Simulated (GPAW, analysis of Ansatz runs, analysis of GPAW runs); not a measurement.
# Charge-transition level of substitutional N in diamond (PBE) (GPAW)

How near does this set-up come to the measured charge-transition level? Subject: substitutional N in diamond. Set-up: PBE, plane waves 500 eV, 64-site cell, PBE lattice, k: the zone centre alone then 2x2x2 shifted, started with the impurity moved along one bond, dielectric constants 5.7 and 5.7 (handbook). The model is a cell of 64 host atoms with 1 C taken out and 1 N put in. The level is the Fermi energy at which two charge states have equal formation energy, after a correction for the images of the charge. A local or semilocal functional is the cheapest first rung.

**The experiment.** (+1/0) level below the conduction-band bottom: 1.7 eV (quoted in “Hunting the elusive shallow n-type donor – An ab initio study of Li and N co-doped diamond”, 2021, S. Conejeros et al., quoting earlier work (1969)).

Calculated with GPAW 26.7.0; GPAW plane-wave PAW DFT, PBE; relaxation of all atoms of a defect supercell.

This is a report of a sequence of runs, with most program output left out.

### 1. The starting structure

The cell holds 64 atoms: 63 C and 1 N. Cell: a = 7.144 Å, b = 7.144 Å, c = 7.144 Å, α = 90.0°, β = 90.0°, γ = 90.0°. It derives from C (space group Fd-3m). Nearest the centre at fractional (0.375, 0.375, 0.375): N8 at 0.30 Å, C27 at 1.53 Å, C42 at 1.54 Å, C49 at 1.54 Å, C4 at 1.55 Å, C5 at 2.51 Å, C21 at 2.51 Å, C37 at 2.51 Å. The cell carries charge +1.

The host's primitive cell comes from a first run (GPAW plane-wave PAW DFT, PBE; relaxation of cell and atoms of a defect-free cell): vectors of 2.526, 2.526 and 2.526 Å. That is 5.70 Å³ an atom, 0.4 % over the diffraction cell's volume. The supercell is built on it.

### 2. Relaxation, charge +1

Every later number rests on the structure around the defect, so the atoms are relaxed at the host's lattice first.

run.py

```python
import numpy as np
from ase.io import read, write
from ase.parallel import parprint, world
from gpaw import GPAW, PW
from ase.optimize import BFGS

atoms = read('POSCAR')
calc = GPAW(mode=PW(500),
            xc='PBE',
            kpts={'size': (1, 1, 1), 'gamma': True},
            charge=1,
            occupations={'name': 'fermi-dirac', 'width': 0.01},
            nbands=136,
            convergence={'density': 1e-05, 'forces': 0.001},
            maxiter=150,
            symmetry='off',
            txt='gpaw.txt')
atoms.calc = calc
opt = BFGS(atoms, trajectory='relax.traj', logfile='-')
done = opt.run(fmax=0.02, steps=80)
parprint('Converged:', done)
energy = atoms.get_potential_energy()
forces = atoms.get_forces()
parprint(f'Energy: {energy:.6f} eV, largest force {np.linalg.norm(forces, axis=1).max():.4f} eV/A')
calc.write('gs.gpw')
write('final.xyz', atoms)
for s in range(calc.get_number_of_spins()):
    parprint('Levels (eV), spin', s, calc.get_eigenvalues(kpt=0, spin=s)[-16:].round(3))
```

POSCAR

```
C  N  C 
 1.0000000000000000
     7.1439157092080041   -0.0000000000000009   -0.0000000000000000
     0.0000000000000004    7.1439157092080050   -0.0000000000000000
    -0.0000000000000004   -0.0000000000000018    7.1439157092080032
 C   N   C  
   7   1  56
Direct
 -0.0018246399135889 -0.0020020120321699  0.2492926738123327
  0.0025395312223118  0.2506070094140400  0.0010099508073655
  0.2486297067490903  0.0012568824370593  0.0020928977979586
  0.2516845658976144  0.2478365615572857  0.2505651978927760
  0.1255778637175841  0.1275921213740162  0.3758858080919671
  0.1269133479180668  0.3734414591416536  0.1236779836812804
  0.3742881588167426  0.1247372349625032  0.1276947936762498
  0.3981904084446695  0.4013648835659021  0.3977509736912567
 -0.0002513044154860 -0.0014443464118232  0.7476149668340312
  0.0001837041634166  0.2518454157174950  0.4979027708017158
  0.2478446185903289 -0.0015116373813956  0.4990476572736171
  0.2492323718960376  0.2481424376130615  0.7519488163878029
  0.1255144093288006  0.1253473551155756  0.8722700907128325
  0.1247318307586803  0.3777033285362900  0.6256765914604014
  0.3765559190715295  0.1229056725059143  0.6239848225000131
  0.3724491077996495  0.3761317567174058  0.8752230533244079
  0.0014374477522655  0.5002324451460173  0.2476088936827356
 -0.0027418914344825  0.7504075204010420 -0.0003919606824502
  0.2502084733471367  0.5005596320132798 -0.0027351464566088
  0.2520643639884799  0.7500667679938129  0.2481101269111623
  0.1275122115303376  0.6245117537839969  0.3761349382222015
  0.1235243668676556  0.8729192823952261  0.1238463973317708
  0.3729469322403734  0.6258839035789308  0.1233143829762344
  0.3735285923714720  0.8773149051058229  0.3744397762788114
 -0.0012091375676402  0.4982724115472442  0.7481585066867027
  0.0016216955947260  0.7480329842906436  0.4988430089827195
  0.2519376265301956  0.4980320266638807  0.5004586517774198
  0.2479601598547850  0.7518596146960178  0.7495324942495656
  0.1253859020978891  0.6263687946769267  0.8725885362059316
  0.1235432953847162  0.8726618938254950  0.6254989477041801
  0.3731994791227396  0.6269997197980295  0.6242273925935382
  0.3726867893166633  0.8760490794734759  0.8761773552427351
  0.4986041919561975 -0.0014692153294906  0.2480684722758676
  0.4987122147063223  0.2524857088726127  0.0000231972404340
  0.7492833410371039  0.0025581603471142  0.0008831162884626
  0.7489222735524754  0.2494412888349555  0.2474772988388510
  0.6238857895314760  0.1267647837817234  0.3731340551156385
  0.6277270338745994  0.3746989758664283  0.1244429120618979
  0.8751881171732777  0.1239725484110743  0.1224025718816341
  0.8732559842495530  0.3756632274215495  0.3729128449874715
  0.4975629835804612  0.0002151903366618  0.7513609997029078
  0.4976841032328566  0.2511735883357722  0.5010473725516652
  0.7477432997468588 -0.0003710486065056  0.5016147144904053
  0.7506760501559414  0.2495269109806239  0.7473247770465542
  0.6264815480938979  0.1272246525844699  0.8741671662177378
  0.6274468088432001  0.3756978263995994  0.6261678357769411
  0.8741035914672785  0.1271872101147245  0.6234999198474874
  0.8731801991843505  0.3766597636808016  0.8736691406292768
  0.5010124432111094  0.4991793027863049  0.2524777194344088
  0.5011849941011702  0.7474648310627227  0.0000798951299662
  0.7474411388394954  0.4991899547903818  0.0007960723132466
  0.7516557625668471  0.7484201093648747  0.2516124744742601
  0.6222896163294847  0.6255120419546946  0.3754788638696022
  0.6267786773582537  0.8754407525363929  0.1228834649114506
  0.8750671014227539  0.6277109310481825  0.1243042799074939
  0.8745214592553546  0.8776443559813789  0.3742151072795316
  0.5001929017144984  0.5027098619503354  0.7493238967740493
  0.5026717933818230  0.7501371563083653  0.5008248562106519
  0.7505106167684512  0.5017903199529982  0.4979091384809214
  0.7477379638146999  0.7504744018754914  0.7515798138344648
  0.6277280608557640  0.6253913843176685  0.8754921159123399
  0.6234035168300841  0.8727044282605391  0.6251388150933650
  0.8738421030394644  0.6271259457531692  0.6264061669180927
  0.8758400234792904  0.8723394195406542  0.8747690249525308
```

On the command line:

```bash
> OMP_NUM_THREADS=1 mpirun -n 4 gpaw python run.py > stdout
```

The job ended after 80 s (4 MPI ranks of Arm Neoverse V2, shared host; peak memory 1.3 GiB; 5.3 min of CPU time).

Step by step:

```
step  energy less that of the first step (eV)
   0                                   0.0000
   1                                  -1.5430
   2                                  -1.9107
   3                                  -1.9942
   4                                  -2.0188
   5                                  -2.0281
   6                                  -2.0315
   7                                  -2.0327
   8                                  -2.0330
   9                                  -2.0331
```

The atoms that moved most (Å):

```
atom      dx      dy      dz  length
  N8  -0.165  -0.184  -0.163   0.296
 C27  -0.022   0.028   0.006   0.036
 C49   0.003   0.019  -0.027   0.033
 C42   0.027  -0.013   0.002   0.030
 C15  -0.017   0.021   0.006   0.028
  C6  -0.012   0.022   0.010   0.027
  C4  -0.020   0.010  -0.013   0.027
 C25   0.010   0.019   0.012   0.025
```

Neighbours of N8 at the end:

```
atom  distance (Å)
 C42         1.562
 C27         1.563
 C49         1.563
  C4         1.563
 C15         2.524
 C37         2.524
 C46         2.524
 C23         2.524
 C31         2.524
 C38         2.524
 C14         2.524
 C21         2.524
 C53         2.524
  C7         2.524
  C5         2.524
  C6         2.524
```

From the first step to the last the energy fell by 2.033 eV, and the largest move was 0.30 Å (N8). Judged within 0.08 Å, the space group went from R3m to P-43m.

### 3. Single point, charge +1

The relaxed structure is kept, and the final numbers are taken at the final level and k-points.

This step: GPAW plane-wave PAW DFT, PBE; single point of a defect supercell.

run.py

```python
import numpy as np
from ase.io import read, write
from ase.parallel import parprint, world
from gpaw import GPAW, PW

atoms = read('POSCAR')
calc = GPAW(mode=PW(500),
            xc='PBE',
            kpts={'size': (2, 2, 2), 'gamma': False},
            charge=1,
            occupations={'name': 'fermi-dirac', 'width': 0.01},
            nbands=136,
            convergence={'density': 1e-05, 'bands': 133},
            maxiter=150,
            symmetry={'point_group': False},
            txt='gpaw.txt')
atoms.calc = calc
energy = atoms.get_potential_energy()
forces = atoms.get_forces()
parprint(f'Energy: {energy:.6f} eV, largest force {np.linalg.norm(forces, axis=1).max():.4f} eV/A')
calc.write('gs.gpw')
write('final.xyz', atoms)
for s in range(calc.get_number_of_spins()):
    parprint('Levels (eV), spin', s, calc.get_eigenvalues(kpt=0, spin=s)[-16:].round(3))
field = calc.get_electrostatic_potential()
if world.rank == 0:
    np.save('potential.npy', field)
field = calc.get_pseudo_density()
if world.rank == 0:
    np.save('density.npy', field)
```

POSCAR

```
C  N  C 
 1.0000000000000000
     7.1439157092080041   -0.0000000000000009   -0.0000000000000000
     0.0000000000000004    7.1439157092080050   -0.0000000000000000
    -0.0000000000000004   -0.0000000000000018    7.1439157092080032
 C   N   C  
   7   1  56
Direct
  0.0002029097289224  0.0006712635192237  0.2495666120055126
  0.0001928228237946  0.2501839107222815  0.0000431947985616
[... 1 atom line left out ...]
  0.2488240500526661  0.2492926418077012  0.2486780418909719
  0.1252700068740331  0.1257445715438865  0.3759332751558652
  0.1252762359508884  0.3765528359373978  0.1251237887434562
  0.3760944584686127  0.1257492160555732  0.1251370671756020
  0.3751327030000895  0.3755916893786346  0.3749863266929542
[... 5 atom lines left out ...]
  0.1253047259286939  0.3746211782077003  0.6248398989711583
  0.3741435913857277  0.1257908556846099  0.6248384361879419
[... 11 atom lines left out ...]
  0.2488582385859498  0.5018814745222532  0.5012673771310500
[... 9 atom lines left out ...]
  0.6249846235230826  0.1257839897021436  0.3740116539387635
[... 4 atom lines left out ...]
  0.5014140613925465  0.2493491724299033  0.5012607463137323
[... 3 atom lines left out ...]
  0.6249693447873803  0.3765625281010262  0.6248176422695857
[... 2 atom lines left out ...]
  0.5014245472385517  0.5018848354241698  0.2487238501022275
[... 14 atom lines left out ...]
  0.8750929678442509  0.8755793943561881  0.8749556943880797
```

It took 4.4 min on 4 MPI ranks; peak memory 2 GiB.

### 4. Relaxation, charge 0

run.py

```python
import numpy as np
from ase.io import read, write
from ase.parallel import parprint, world
from gpaw import GPAW, PW
from ase.optimize import BFGS

atoms = read('POSCAR')
magmoms = np.zeros(len(atoms))
magmoms[[7, 3, 26, 48]] = 1 / 4
atoms.set_initial_magnetic_moments(magmoms)
calc = GPAW(mode=PW(500),
            xc='PBE',
            kpts={'size': (1, 1, 1), 'gamma': True},
            occupations={'name': 'fermi-dirac', 'width': 0.01, 'fixmagmom': True},
            nbands=137,
            convergence={'density': 1e-05, 'forces': 0.001},
            maxiter=150,
            symmetry='off',
            txt='gpaw.txt')
atoms.calc = calc
opt = BFGS(atoms, trajectory='relax.traj', logfile='-')
done = opt.run(fmax=0.02, steps=80)
parprint('Converged:', done)
energy = atoms.get_potential_energy()
forces = atoms.get_forces()
parprint(f'Energy: {energy:.6f} eV, largest force {np.linalg.norm(forces, axis=1).max():.4f} eV/A')
calc.write('gs.gpw')
write('final.xyz', atoms)
parprint('Moments:', atoms.get_magnetic_moments().round(3))
for s in range(calc.get_number_of_spins()):
    parprint('Levels (eV), spin', s, calc.get_eigenvalues(kpt=0, spin=s)[-16:].round(3))
```

POSCAR

```
C  N  C 
 1.0000000000000000
     7.1439157092080041   -0.0000000000000009   -0.0000000000000000
     0.0000000000000004    7.1439157092080050   -0.0000000000000000
    -0.0000000000000004   -0.0000000000000018    7.1439157092080032
 C   N   C  
   7   1  56
Direct
 -0.0018246399135889 -0.0020020120321699  0.2492926738123327
  0.0025395312223118  0.2506070094140400  0.0010099508073655
[... 1 atom line left out ...]
  0.2516845658976144  0.2478365615572857  0.2505651978927760
  0.1255778637175841  0.1275921213740162  0.3758858080919671
  0.1269133479180668  0.3734414591416536  0.1236779836812804
  0.3742881588167426  0.1247372349625032  0.1276947936762498
  0.3981904084446695  0.4013648835659021  0.3977509736912567
[... 5 atom lines left out ...]
  0.1247318307586803  0.3777033285362900  0.6256765914604014
[... 6 atom lines left out ...]
  0.1275122115303376  0.6245117537839969  0.3761349382222015
[... 5 atom lines left out ...]
  0.2519376265301956  0.4980320266638807  0.5004586517774198
[... 9 atom lines left out ...]
  0.6238857895314760  0.1267647837817234  0.3731340551156385
[... 4 atom lines left out ...]
  0.4976841032328566  0.2511735883357722  0.5010473725516652
[... 6 atom lines left out ...]
  0.5010124432111094  0.4991793027863049  0.2524777194344088
[... 3 atom lines left out ...]
  0.6222896163294847  0.6255120419546946  0.3754788638696022
[... 10 atom lines left out ...]
  0.8758400234792904  0.8723394195406542  0.8747690249525308
```

Wall time 3.1 min (4 MPI ranks); peak memory 1.6 GiB.

The steps of the relaxation:

```
step  energy less that of the first step (eV)
   0                                   0.0000
   1                                  -0.9940
   2                                  -1.2426
   3                                  -1.3554
   4                                  -1.3926
   5                                  -1.4061
   6                                  -1.4117
   7                                  -1.4134
   8                                  -1.4138
   9                                  -1.4139
```

The atoms that moved most (Å):

```
atom      dx      dy      dz  length
  C4  -0.151  -0.120  -0.144   0.241
  N8  -0.048  -0.067  -0.046   0.095
 C42   0.037   0.039   0.012   0.055
 C27   0.030   0.038   0.016   0.051
  C5  -0.020  -0.031  -0.032   0.049
  C2  -0.037  -0.005  -0.027   0.046
  C3   0.006  -0.024  -0.035   0.043
  C7  -0.020  -0.011  -0.037   0.043
```

Neighbours of N8 at the end:

```
atom  distance (Å)
 C42         1.484
 C27         1.484
 C49         1.484
  C4         1.991
 C31         2.388
 C53         2.388
 C46         2.388
 C37         2.514
 C15         2.514
 C14         2.514
 C23         2.514
 C21         2.514
 C38         2.514
```

This step gave:

- total moment: 1.0000 μB

From the first step to the last the energy fell by 1.414 eV, and the largest move was 0.24 Å (C4).

### 5. Single point, charge 0

This step: GPAW plane-wave PAW DFT, PBE; single point of a defect supercell.

run.py

```python
import numpy as np
from ase.io import read, write
from ase.parallel import parprint, world
from gpaw import GPAW, PW

atoms = read('POSCAR')
magmoms = np.zeros(len(atoms))
magmoms[[7, 3, 26, 48]] = 1 / 4
atoms.set_initial_magnetic_moments(magmoms)
calc = GPAW(mode=PW(500),
            xc='PBE',
            kpts={'size': (2, 2, 2), 'gamma': False},
            occupations={'name': 'fermi-dirac', 'width': 0.01, 'fixmagmom': True},
            nbands=137,
            convergence={'density': 1e-05, 'bands': 134},
            maxiter=150,
            symmetry={'point_group': False},
            txt='gpaw.txt')
atoms.calc = calc
energy = atoms.get_potential_energy()
forces = atoms.get_forces()
parprint(f'Energy: {energy:.6f} eV, largest force {np.linalg.norm(forces, axis=1).max():.4f} eV/A')
calc.write('gs.gpw')
write('final.xyz', atoms)
parprint('Moments:', atoms.get_magnetic_moments().round(3))
for s in range(calc.get_number_of_spins()):
    parprint('Levels (eV), spin', s, calc.get_eigenvalues(kpt=0, spin=s)[-16:].round(3))
field = calc.get_electrostatic_potential()
if world.rank == 0:
    np.save('potential.npy', field)
field = calc.get_pseudo_density()
if world.rank == 0:
    np.save('density.npy', field)
field = calc.get_pseudo_density(spin=0) - calc.get_pseudo_density(spin=1)
if world.rank == 0:
    np.save('spin.npy', field)
```

POSCAR

```
C  N  C 
 1.0000000000000000
     7.1439157092080041   -0.0000000000000009   -0.0000000000000000
     0.0000000000000004    7.1439157092080050   -0.0000000000000000
    -0.0000000000000004   -0.0000000000000018    7.1439157092080032
 C   N   C  
   7   1  56
Direct
 -0.0026373155517100 -0.0021649429569927  0.2493076573824037
 -0.0026574935613434  0.2499417158153946 -0.0027998230682116
[... 1 atom line left out ...]
  0.2305491661774651  0.2310272359278681  0.2304105601187846
  0.1227136175291168  0.1231923479816041  0.3713733515333045
[... 2 atom lines left out ...]
  0.3914679181328192  0.3919438392016554  0.3913325581930661
[... 5 atom lines left out ...]
  0.1275936093178028  0.3747063261888300  0.6235360985934476
  0.3742325258057099  0.1280762227948288  0.6235268991567975
[... 5 atom lines left out ...]
  0.1275871492751765  0.6241464305426866  0.3740878586452802
[... 1 atom line left out ...]
  0.3742406404031322  0.6241423235513396  0.1274527453937362
[... 3 atom lines left out ...]
  0.2561403569811803  0.5033772872438712  0.5027603664710910
[... 9 atom lines left out ...]
  0.6236527139111402  0.1280747432141015  0.3740863580676647
  0.6236703652952177  0.3747119267588294  0.1274491213308198
[... 3 atom lines left out ...]
  0.5028998963928557  0.2566443886840404  0.5027541023994220
[... 6 atom lines left out ...]
  0.5029112431112800  0.5033713059302976  0.2560024368208501
[... 14 atom lines left out ...]
  0.8749318769178118  0.8754027377365735  0.8748028146447491
```

Run time: 5 min. Hardware: 4 MPI ranks; peak memory 2.3 GiB.

Numbers from this step:

| Item | Value |
| --- | --- |
| total moment | 1.000 μB |

### 6. Charge-transition levels

Analysis of the runs above: levels from GPAW plane-wave PAW DFT, PBE energies with an image-charge correction aligned at atomic sites (own code after Kumagai and Oba).

It gives:

```yaml
gap: 4.120 eV
```

### 7. Summary of results

```yaml
static_dielectric_constant_used: 5.7
band_gap_of_the_host: 4.12 eV
plus_1_over_0_level_below_the_conduction_band_bottom: 1.25 eV
```

What this shows: (+1/0) level below the conduction-band bottom: computed 1.25 eV, measured 1.7 eV; 0.45 eV shallower than the measurement. The level is counted in a gap of 4.12 eV, and the correction is screened by a dielectric constant of 5.7 from a handbook. Levels hang on the band edges, which semilocal functionals place too close together. Limits: the periodic copies of the defect are only 7.1 Å apart.

[Logs are printed without paths, hosts, clocks, repeated set-up lines and the standing remarks that a program may print on its own settings, such as how far it seeks lower states.]

[Hosts, paths, dates, database ids (printed as entryN), source tags and the programs' standing remarks are cut or masked in the printed files.]

[For some hosts the program warned that the k-mesh of the response run may be too coarse for force constants and the static dielectric constant; such warnings are not shown here.]
